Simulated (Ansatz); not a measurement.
**YAlBMo: relaxing a made-up structure**

This structure for YAlBMo is made up. Its elements were placed in a known structure type with a cell scaled to their sizes. What cell does the guess relax to, and how far off was it?

Method: DFT, PBE, plane-wave PAW, default files, scalar-relativistic, no spin, cell and ions relaxed at zero pressure, in the first sound run; inputs show where later runs differ, in Ansatz 0.2.0.

**1. Starting point**

The structure is orthorhombic, space group Amm2 (No. 38). Conventional cell: a = 3.318 Å, b = 3.557 Å, c = 10.513 Å, α = 90.00°, β = 90.00°, γ = 90.00°. Nearest to Mo lie 2 B at 2.35 Å and 4 Al at 2.53 Å. Nearest to Y lie 4 B at 2.82 Å and 3 Al at 2.90 to 2.97 Å. Nearest to Al lie 2 B at 1.86 Å and 4 Mo at 2.53 Å and 3 Y at 2.90 to 2.97 Å. Nearest to B lie 2 Al at 1.86 Å and 2 Mo at 2.35 Å and 4 Y at 2.82 Å. Farther neighbours are not listed.

**2. Relaxing cell and atoms**

The guessed cell has no reason to be at equilibrium. It is relaxed with the atoms, within the space group of the guess.

input.yaml

```yaml
crystal:
  lattice:
    - [3.318, 0.0, 0.0]
    - [0.0, 1.7785, 5.2565]
    - [0.0, -1.7785, 5.2565]
  atoms:
    - { symbol: Mo, position: [0.5, 0.8735, 0.8735] }
    - { symbol: "Y", position: [0.0, 0.1567, 0.1567] }
    - { symbol: Al, position: [0.0, 0.4393, 0.4393] }
    - { symbol: B, position: [0.5, 0.5203, 0.5203] }
kpoints:
  mp_grid: { grid: [8, 8, 8] }
scf:
  occupations: { method: fermi_dirac, width: 0.05 }
hamiltonian:
  xc: pbe
  pseudopotentials: { kind: paw }
relax:
  f_tol: 0.015
  max_steps: 70
  cell: {}
output:
  forces: true
  stress: true
```

Started as:

```bash
> ansatz run input.yaml --threads 4 --pin off --max-ram 8192MiB --backend cpu --events-out ev --progress --plain --runs-dir out
```

Numbers of over 12 decimals in the logs are rounded to 6 here.

The log of the run:

```text
Engine: ansatz 0.2.0, aarch64-unknown-linux-gnu
Pseudopotentials: kind: paw
Pseudopotential: Mo, paw, valence charge 14, recommended cutoff 420 eV (normal), Mo.paw.azcp
Pseudopotential: Y, paw, valence charge 11, recommended cutoff 420 eV (normal), Y.paw.azcp
Pseudopotential: Al, paw, valence charge 3, recommended cutoff 420 eV (normal), Al.paw.azcp
Pseudopotential: B, paw, valence charge 3, recommended cutoff 420 eV (normal), B.paw.azcp
Functional definition: PBE
  parameter kappa = 0.804
  parameter beta = 0.066725
  exchange = pbe_x(kappa = kappa, mu = beta*pi^2/3)
  correlation = pbe_c(beta = beta)
Crystal: 4 atoms, lattice volume = 62.038 Å³
Basis set: ecut = 420 eV, 1211 PW (Γ), exchange–correlation on 48×80×80 points (8 copies of the dense FFT grid, shifted against one another)
Bands: 20, of which v1, the nominal top of the filled ones, is band 16 counted from 1 (15 counted from 0)
Symmetry: 4 space group operations
Space group: Amm2 (ITA 38), of the structure as read, at distance tolerance 4.0e-5 Å
k-points: 105 of 512 (time reversal used)
Non-local potential: Mo, projectors of the file, l = 0: 3, l = 1: 2, l = 2: 2, l = 3: 1
Non-local potential: Y, projectors of the file, l = 0: 3, l = 1: 2, l = 2: 2, l = 3: 1
Non-local potential: Al, projectors of the file, l = 0: 2, l = 1: 2, l = 2: 1
Non-local potential: B, projectors of the file, l = 0: 2, l = 1: 2, l = 2: 1
PAW form: soft (Blöchl's): semilocal exchange-correlation on the pseudo side does not see the compensation charge
PAW one-centre angular grid: Mo, 590 points (default); XC on 64 Gauss nodes
PAW one-centre angular grid: Y, 590 points (default); XC on 64 Gauss nodes
PAW one-centre angular grid: Al, 110 points (default); XC on 64 Gauss nodes
PAW one-centre angular grid: B, 110 points (default); XC on 64 Gauss nodes
Initial density: superposition of atomic densities (neutral atoms: chi_scale 0, normalization atom), corrected by the library's trained network
Initial wavefunctions: pseudopotential atomic-orbital guess
Functional: x = pbe(κ = 0.804, μ = 0.219515), c = pbe(β = 0.066725)
SCF iter   1: F=—  HF=-9497.554198 eV  |F-HF|=—  |Δ(HF+E_count)|=         —  Δρ=4.40e-3  dr2=1.47e-2  ethr=1.77e-3  ⟨swp⟩=5.9  Hψ=10010  notcnv=0
preconditioner: auto → Kerker (q_TF=auto, 2.430 Å⁻¹)  [metal: Δε(μ)=0.008 eV  Ē_g=5.341 eV  σ=0.050 eV  W_gap=0.04  n_scr=14 (ndim 8)  ℏωp=18.3 eV  f_vac=0.000  D(μ)=2.67/eV (n_scr^D=26)]
SCF iter   2: F=—  HF=-9497.553054 eV  |F-HF|=—  |Δ(HF+E_count)|=   1.14e-3  Δρ=2.62e-3  dr2=5.58e-3  ethr=4.73e-5  ⟨swp⟩=1.3  Hψ=2986  notcnv=0
SCF iter   3: F=—  HF=-9497.552187 eV  |F-HF|=—  |Δ(HF+E_count)|=   8.67e-4  Δρ=3.70e-4  dr2=1.19e-4  ethr=1.80e-5  ⟨swp⟩=2.0  Hψ=2740  notcnv=0
SCF iter   4: F=—  HF=-9497.552170 eV  |F-HF|=—  |Δ(HF+E_count)|=   1.68e-5  Δρ=1.04e-4  dr2=7.80e-6  ethr=3.84e-7  ⟨swp⟩=2.5  Hψ=3111  notcnv=0
SCF iter   5: F=—  HF=-9497.552136 eV  |F-HF|=—  |Δ(HF+E_count)|=   3.45e-5  Δρ=2.06e-5  dr2=2.91e-7  ethr=2.52e-8  ⟨swp⟩=2.5  Hψ=3040  notcnv=0
SCF iter   6: F=-9497.552136 eV  HF=-9497.552136 eV  |F-HF|=1.96e-9  |Δ(HF+E_count)|=   3.01e-9  Δρ=3.85e-6  dr2=9.73e-9  ethr=3.23e-10  ⟨swp⟩=4.0  Hψ=6710  notcnv=0
SCF 1 converged in 6 iterations: F = -9497.552136 eV  dr2 = 9.73e-9
  greatest PAW one-centre occupation: 0.998 electrons in one spin orbital (limit 2), on the Mo atom at site 0 (counted from 0), in its partial waves of l = 0
relax step   1: F+E_penalty+E_count = -9497.55213596 eV  Δ(F+E_penalty+E_count) = +0.000e0 eV  max|allowed force component| = 3.456e0 eV/Å  Δτ_max = 0.0000 Å  P = +16.458 GPa  Ω = 62.038 Å³  (6 SCF iters, dr2 threshold 1.00e-7 eV, accepted)
Crystal: 4 atoms, lattice volume = 64.808 Å³
Basis set: ecut = 420 eV, 1255 PW (Γ), exchange–correlation on 48×80×80 points (8 copies of the dense FFT grid, shifted against one another)
Initial density: handed on by an earlier stage of this run
Initial wavefunctions: those handed on with the density
iter 1 solved again at ethr=7.29e-4 eV; its pass at ethr=3.10e-3 eV (dr2=2.26e-1 eV) is discarded
SCF iter   1: F=—  HF=-9498.271442 eV  |F-HF|=—  |Δ(HF+E_count)|=         —  Δρ=1.34e-2  dr2=2.27e-1  ethr=7.29e-4  ⟨swp⟩=1.0  Hψ=13271  notcnv=0
preconditioner: auto → Kerker (q_TF=auto, 2.413 Å⁻¹)  [metal: Δε(μ)=0.022 eV  Ē_g=5.132 eV  σ=0.050 eV  W_gap=0.11  n_scr=14 (ndim 8)  ℏωp=17.9 eV  f_vac=0.000  D(μ)=3.06/eV (n_scr^D=26)]
SCF iter   2: F=—  HF=-9498.241977 eV  |F-HF|=—  |Δ(HF+E_count)|=   2.95e-2  Δρ=6.88e-3  dr2=5.79e-2  ethr=7.29e-4  ⟨swp⟩=1.0  Hψ=2100  notcnv=0
SCF iter   3: F=—  HF=-9498.231567 eV  |F-HF|=—  |Δ(HF+E_count)|=   1.04e-2  Δρ=8.33e-4  dr2=5.43e-4  ethr=1.87e-4  ⟨swp⟩=2.0  Hψ=3302  notcnv=0
SCF iter   4: F=—  HF=-9498.231504 eV  |F-HF|=—  |Δ(HF+E_count)|=   6.28e-5  Δρ=1.67e-4  dr2=2.35e-5  ethr=1.75e-6  ⟨swp⟩=2.2  Hψ=3059  notcnv=0
SCF iter   5: F=—  HF=-9498.231440 eV  |F-HF|=—  |Δ(HF+E_count)|=   6.42e-5  Δρ=3.52e-5  dr2=1.15e-6  ethr=7.56e-8  ⟨swp⟩=2.4  Hψ=3025  notcnv=0
SCF iter   6: F=-9498.231440 eV  HF=-9498.231440 eV  |F-HF|=1.78e-8  |Δ(HF+E_count)|=   2.17e-7  Δρ=7.46e-6  dr2=3.90e-8  ethr=1.29e-9  ⟨swp⟩=4.0  Hψ=6617  notcnv=0
SCF 2 converged in 6 iterations: F = -9498.231440 eV  dr2 = 3.90e-8
relax step   2: F+E_penalty+E_count = -9498.23143967 eV  Δ(F+E_penalty+E_count) = -6.793e-1 eV  max|allowed force component| = 2.221e0 eV/Å  Δτ_max = 0.0412 Å  P = +6.592 GPa  Ω = 64.808 Å³  energy of the carried Pulay correction = -1.148e-3 eV  (6 SCF iters, dr2 threshold 4.00e-7 eV, accepted)
Crystal: 4 atoms, lattice volume = 64.342 Å³
Basis set: ecut = 420 eV, 1237 PW (Γ), exchange–correlation on 48×80×80 points (8 copies of the dense FFT grid, shifted against one another)
iter 1 solved again at ethr=1.59e-3 eV; its pass at ethr=3.10e-3 eV (dr2=4.93e-1 eV) is discarded
SCF iter   1: F=—  HF=-9498.577184 eV  |F-HF|=—  |Δ(HF+E_count)|=         —  Δρ=1.68e-2  dr2=4.95e-1  ethr=1.59e-3  ⟨swp⟩=1.0  Hψ=14680  notcnv=0
preconditioner: auto → Kerker (q_TF=auto, 2.416 Å⁻¹)  [metal: Δε(μ)=0.043 eV  Ē_g=5.041 eV  σ=0.050 eV  W_gap=0.21  n_scr=12 (ndim 8)  ℏωp=17.9 eV  f_vac=0.000  D(μ)=1.76/eV (n_scr^D=12)]
SCF iter   2: F=—  HF=-9498.510428 eV  |F-HF|=—  |Δ(HF+E_count)|=   6.68e-2  Δρ=9.11e-3  dr2=1.55e-1  ethr=1.59e-3  ⟨swp⟩=1.0  Hψ=2101  notcnv=0
SCF iter   3: F=—  HF=-9498.478005 eV  |F-HF|=—  |Δ(HF+E_count)|=   3.24e-2  Δρ=1.41e-3  dr2=3.38e-3  ethr=5.01e-4  ⟨swp⟩=2.0  Hψ=3282  notcnv=0
SCF iter   4: F=—  HF=-9498.477089 eV  |F-HF|=—  |Δ(HF+E_count)|=   9.16e-4  Δρ=3.02e-4  dr2=7.11e-5  ethr=1.09e-5  ⟨swp⟩=2.3  Hψ=3566  notcnv=0
SCF iter   5: F=—  HF=-9498.477071 eV  |F-HF|=—  |Δ(HF+E_count)|=   1.81e-5  Δρ=5.59e-5  dr2=2.23e-6  ethr=2.29e-7  ⟨swp⟩=2.0  Hψ=2858  notcnv=0
SCF iter   6: F=-9498.477071 eV  HF=-9498.477071 eV  |F-HF|=2.83e-8  |Δ(HF+E_count)|=   1.02e-7  Δρ=1.21e-5  dr2=1.10e-7  ethr=1.29e-9  ⟨swp⟩=4.0  Hψ=7141  notcnv=0
SCF 3 converged in 6 iterations: F = -9498.477071 eV  dr2 = 1.10e-7
relax step   3: F+E_penalty+E_count = -9498.47707126 eV  Δ(F+E_penalty+E_count) = -2.456e-1 eV  max|allowed force component| = 1.573e0 eV/Å  Δτ_max = 0.1012 Å  P = +3.207 GPa  Ω = 64.342 Å³  energy of the carried Pulay correction = -9.581e-4 eV  (6 SCF iters, dr2 threshold 4.00e-7 eV, accepted)
[... from here on, the SCF cycles and remarks between the steps are left out ...]
relax step   4: F+E_penalty+E_count = -9498.62887337 eV  Δ(F+E_penalty+E_count) = -1.518e-1 eV  max|allowed force component| = 4.031e-1 eV/Å  Δτ_max = 0.1403 Å  P = +0.487 GPa  Ω = 65.781 Å³  energy of the carried Pulay correction = -1.539e-3 eV  (6 SCF iters, dr2 threshold 4.00e-7 eV, accepted)
relax step   5: F+E_penalty+E_count = -9498.63646364 eV  Δ(F+E_penalty+E_count) = -7.590e-3 eV  max|allowed force component| = 2.686e-1 eV/Å  Δτ_max = 0.0451 Å  P = -0.541 GPa  Ω = 65.713 Å³  energy of the carried Pulay correction = -1.512e-3 eV  (6 SCF iters, dr2 threshold 4.00e-7 eV, accepted)
relax step   6: F+E_penalty+E_count = -9498.64657391 eV  Δ(F+E_penalty+E_count) = -1.011e-2 eV  max|allowed force component| = 9.747e-2 eV/Å  Δτ_max = 0.0216 Å  P = -0.120 GPa  Ω = 65.709 Å³  energy of the carried Pulay correction = -1.510e-3 eV  (6 SCF iters, dr2 threshold 4.00e-7 eV, accepted)
relax step   7: F+E_penalty+E_count = -9498.64753762 eV  Δ(F+E_penalty+E_count) = -9.637e-4 eV  max|allowed force component| = 2.672e-2 eV/Å  Δτ_max = 0.0136 Å  P = +0.163 GPa  Ω = 65.704 Å³  energy of the carried Pulay correction = -1.508e-3 eV  (6 SCF iters, dr2 threshold 4.00e-7 eV, accepted)
relax step   8: F+E_penalty+E_count = -9498.64757310 eV  Δ(F+E_penalty+E_count) = -3.548e-5 eV  max|allowed force component| = 9.935e-4 eV/Å  Δτ_max = 0.0016 Å  P = -0.005 GPa  Ω = 65.791 Å³  energy of the carried Pulay correction = -1.543e-3 eV  (6 SCF iters, dr2 threshold 6.90e-8 eV, accepted)
relax step   9: F+E_penalty+E_count = -9498.65110137 eV  Δ(F+E_penalty+E_count) = -3.528e-3 eV  max|allowed force component| = 3.850e-3 eV/Å  Δτ_max = 0.0000 Å  P = +0.049 GPa  Ω = 65.791 Å³  stress off target by 1.36e-1 GPa  SCF on the basis re-selected at this cell (its energy is not comparable with the rows above)  (6 SCF iters)
relax step  10: F+E_penalty+E_count = -9498.65111006 eV  Δ(F+E_penalty+E_count) = -8.695e-6 eV  max|allowed force component| = 1.492e-3 eV/Å  Δτ_max = 0.0010 Å  P = +0.004 GPa  Ω = 65.819 Å³  energy of the carried Pulay correction = -9.344e-6 eV  (6 SCF iters, dr2 threshold 4.62e-8 eV, accepted)
iter 1 solved again at ethr=1.08e-7 eV; its pass at ethr=3.10e-3 eV (dr2=3.34e-5 eV) is discarded
SCF iter   1: F=—  HF=-9498.651176 eV  |F-HF|=—  |Δ(HF+E_count)|=         —  Δρ=1.70e-5  dr2=5.74e-9  ethr=1.08e-7  ⟨swp⟩=3.1  Hψ=15065  notcnv=0
eigensolver tolerance schedule: the retry pair's looser diagonalisation over-reported the residual by 5810.79 of it (diagonalisation noise at 0.25 of the residual, at the tolerance the schedule requests for it); recorded, not acted on — ethr = c·dr2/N_el stays at c = 1.0e-1
preconditioner: auto → Kerker (q_TF=auto, 2.407 Å⁻¹)  [metal: Δε(μ)=0.019 eV  Ē_g=5.066 eV  σ=0.050 eV  W_gap=0.09  n_scr=12 (ndim 8)  ℏωp=17.7 eV  f_vac=0.000  D(μ)=1.79/eV (n_scr^D=12)]
SCF iter   2: F=—  HF=-9498.651119 eV  |F-HF|=—  |Δ(HF+E_count)|=   5.73e-5  Δρ=8.60e-6  dr2=1.35e-9  ethr=1.85e-11  ⟨swp⟩=3.0  Hψ=4308  notcnv=0
SCF iter   3: F=—  HF=-9498.651119 eV  |F-HF|=—  |Δ(HF+E_count)|=   1.45e-7  Δρ=3.40e-6  dr2=2.41e-10  ethr=4.37e-12  ⟨swp⟩=1.0  Hψ=2100  notcnv=0
iter 4 did not close the SCF: its close was put off for the readings that it lacked (scf_convergence_deferred on its scf_iter line)
SCF iter   4: F=-9498.651119 eV  HF=-9498.651119 eV  |F-HF|=3.64e-12  |Δ(HF+E_count)|=   2.66e-8  Δρ=9.73e-8  dr2=6.14e-12  ethr=1.00e-12  ⟨swp⟩=1.0  Hψ=2100  notcnv=0
iter 5 did not close the SCF: its close was put off for the readings that it lacked (scf_convergence_deferred on its scf_iter line)
SCF iter   5: F=-9498.651119 eV  HF=-9498.651119 eV  |F-HF|=1.82e-12  |Δ(HF+E_count)|=  3.64e-12  Δρ=4.96e-8  dr2=1.40e-12  ethr=1.00e-12  ⟨swp⟩=1.0  Hψ=2100  notcnv=0
iter 6 did not close the SCF: its close was put off for the readings that it lacked (scf_convergence_deferred on its scf_iter line)
SCF iter   6: F=-9498.651119 eV  HF=-9498.651119 eV  |F-HF|=1.82e-12  |Δ(HF+E_count)|=  3.64e-12  Δρ=1.78e-8  dr2=1.45e-13  ethr=1.00e-12  ⟨swp⟩=1.0  Hψ=2100  notcnv=0
iter 7 did not close the SCF: its close was put off for the readings that it lacked (scf_convergence_deferred on its scf_iter line)
SCF iter   7: F=-9498.651119 eV  HF=-9498.651119 eV  |F-HF|=1.82e-12  |Δ(HF+E_count)|=  1.82e-12  Δρ=7.20e-9  dr2=2.39e-14  ethr=1.00e-12  ⟨swp⟩=1.0  Hψ=2100  notcnv=0
SCF iter   8: F=-9498.651119 eV  HF=-9498.651119 eV  |F-HF|=0.00e0  |Δ(HF+E_count)|=  3.64e-12  Δρ=2.11e-9  dr2=2.13e-15  ethr=1.00e-12  ⟨swp⟩=1.0  Hψ=4620  notcnv=0
SCF 11 converged in 8 iterations: F = -9498.651119 eV  dr2 = 2.13e-15
relax step  11: F+E_penalty+E_count = -9498.65111905 eV  Δ(F+E_penalty+E_count) = -8.986e-6 eV  max|allowed force component| = 1.488e-3 eV/Å  Δτ_max = 0.0000 Å  P = +0.004 GPa  Ω = 65.819 Å³  stress off target by 1.54e-2 GPa  SCF on the basis re-selected at this cell (its energy is not comparable with the rows above)  (8 SCF iters)
basis re-selected at this cell: Δ(F+E_penalty+E_count) = -8.986e-6 eV, ΔP = -0.000 GPa vs the last step (what re-selecting the basis moved, of the pressure what is left beyond the Pulay correction that the steps carried, after the strain that the cell walked since its last selection, with what the two solves' SCF thresholds leave and, on support functions, any second-order correction that the steps lacked; it is no m [...]
SCF converged after 8 iterations
Free energy (F): -9498.651119 eV
Harris-Foulkes:  -9498.651119 eV  (|F-HF|=0.00e0)
Internal energy: -9498.636345 eV  (E = F + TS)
E sigma→0 (E₀):  -9498.643732 eV
Entropy (-TS):   -0.014774 eV (-3.694 meV/atom)
Fermi energy:    12.105994 eV
--- Per-component energies (eV) ---
  E_band       = -209.495195
  E_kinetic    = 817.024715
  E_local      = -1751.577480  (includes V_loc(G=0)·N_el)
  E_nonlocal   = 216.107537
  E_hartree    = 604.300817
  E_xc         = -429.017160
  E_vxc        = -495.543138  (∫ρ·V_xc dr)
  E_paw        = -6573.272296  (= ΣΔE_a)
  E_vpaw       = -204.108500  (= ΣTr[D̂ρ^β])
  E_aug_tail   = 0.000039  (compensation charges beyond the density's cutoff)
  E_ewald      = -2382.202516
  E_smearing   = -0.014774  (= −TS)
  E_closure    = 0.000000  (closes the sum)
  Σ components = -9498.651119   (vs F -9498.651119, Δ=0.00e0)
--- Forces (eV/Å), atoms counted from 1 ---
  atom   1  Mo    -0.00000000     0.00000000     0.00043043
  atom   2  Y      0.00000000     0.00000000     0.00148778
  atom   3  Al     0.00000000    -0.00000000    -0.00061859
  atom   4  B     -0.00000000     0.00000000    -0.00129942
  max |Σ_I F_I| component: 1.98e-7 eV/Å
--- Stress (GPa, compression-positive) ---
       -0.004628       0.000000      -0.000000
        0.000000       0.015374      -0.000000
       -0.000000      -0.000000       0.000407
  P = ⅓ Tr σ = 0.0037 GPa (0.037 kbar)
--- Relaxed structure (9 steps of the walk, 9 accepted, 2 SCFs on fresh bases) ---
  F+E_penalty+E_count = -9498.65111905 eV   max|allowed force component| = 1.488e-3 eV/Å   (the final SCF, on the basis selected at the relaxed cell)
  cell:  # Å, volume = 65.8194 Å³
    - [3.631237, 0.0, 0.0]
    - [0.0, 1.749861, 5.179240]
    - [0.0, -1.749861, 5.179240]
  atoms:
    - { symbol: Mo, position: [0.5, 0.873982, 0.873982] }
    - { symbol: Y, position: [0.0, 0.150780, 0.150780] }
    - { symbol: Al, position: [0.0, 0.425867, 0.425867] }
    - { symbol: B, position: [0.5, 0.539170, 0.539170] }
```

It took 29 s on 4 threads of Arm Neoverse V2, shared host; peak memory 0.51 GiB; 1.9 min of CPU time.

The steps of the relaxation:

```
step  energy less that of the first step (eV)  largest force component (eV/Å)  pressure (GPa)  volume (Å³)
   1                                   0.0000                          3.4558           16.46        62.04
   2                                  -0.6793                          2.2215            6.59        64.81
   3                                  -0.9249                          1.5732            3.21        64.34
   4                                  -1.0767                          0.4031            0.49        65.78
   5                                  -1.0843                          0.2686           -0.54        65.71
   6                                  -1.0944                          0.0975           -0.12        65.71
   7                                  -1.0954                          0.0267            0.16        65.70
   8                                  -1.0954                          0.0010           -0.01        65.79
  9*                                  -1.0990                          0.0039            0.05        65.79
  10                                  -1.0990                          0.0015            0.00        65.82
 11*                                  -1.0990                          0.0015            0.00        65.82
```

Relaxation steps marked * repeat the geometry before them on a plane-wave basis chosen anew for their cell, so energy and pressure can jump there.

Forces are held to the 4 operations that the run works with; a distortion that breaks them can't arise in this run.

| conventional cell, symmetrised | before | after | change |
| --- | --- | --- | --- |
| a (Å) | 3.318 | 3.631 | +9.4 % |
| b (Å) | 3.557 | 3.500 | -1.6 % |
| c (Å) | 10.513 | 10.358 | -1.5 % |
| volume (Å³/atom) | 15.51 | 16.45 | +6.1 % |

The atoms that moved most (Å, as changes of fractional coordinates times the final cell):

```
atom     dx     dy      dz  length
  B4  0.000  0.000   0.195   0.195
 Al3  0.000  0.000  -0.139   0.139
  Y2  0.000  0.000  -0.061   0.061
```

Final coordinates:

```xyz
4
Lattice="3.6312 0.0000 0.0000 0.0000 1.7499 5.1792 0.0000 -1.7499 5.1792" Properties=species:S:1:pos:R:3 pbc="T T T"
Mo    1.8156    0.0000    9.0531
Y     0.0000    0.0000    1.5619
Al    0.0000    0.0000    4.4113
B     1.8156    0.0000    5.5850
```

This step gave:

```yaml
free_energy: -9498.6511 eV
energy_at_zero_smearing: -9498.6437 eV
smearing_term_ts: 0.01477 eV
fermi_energy: 12.11 eV
electrons: 31
symmetry_operations: 4
pressure: 0.003718 GPa
```

Shortest distances by pair of elements, guess and relaxed (not always the same contact):

| pair | guess (Å) | relaxed (Å) |
| --- | --- | --- |
| Al–B | 1.865 | 2.162 |
| B–Mo | 2.355 | 2.447 |
| Al–Mo | 2.529 | 2.578 |
| B–Y | 2.823 | 2.774 |
| Al–Y | 2.896 | 2.849 |

The relaxation ends with a largest force component of 0.0015 eV/Å and a pressure of 0.00 GPa.

(Part 1 of 2 ends here.)

[Logs are printed without paths, hosts, clocks, repeated set-up lines and the standing remarks that a program may print on its own settings, such as how far it seeks lower states.]

[Hosts, paths, dates, database ids (printed as entryN), source tags and the programs' standing remarks are cut or masked in the printed files.]
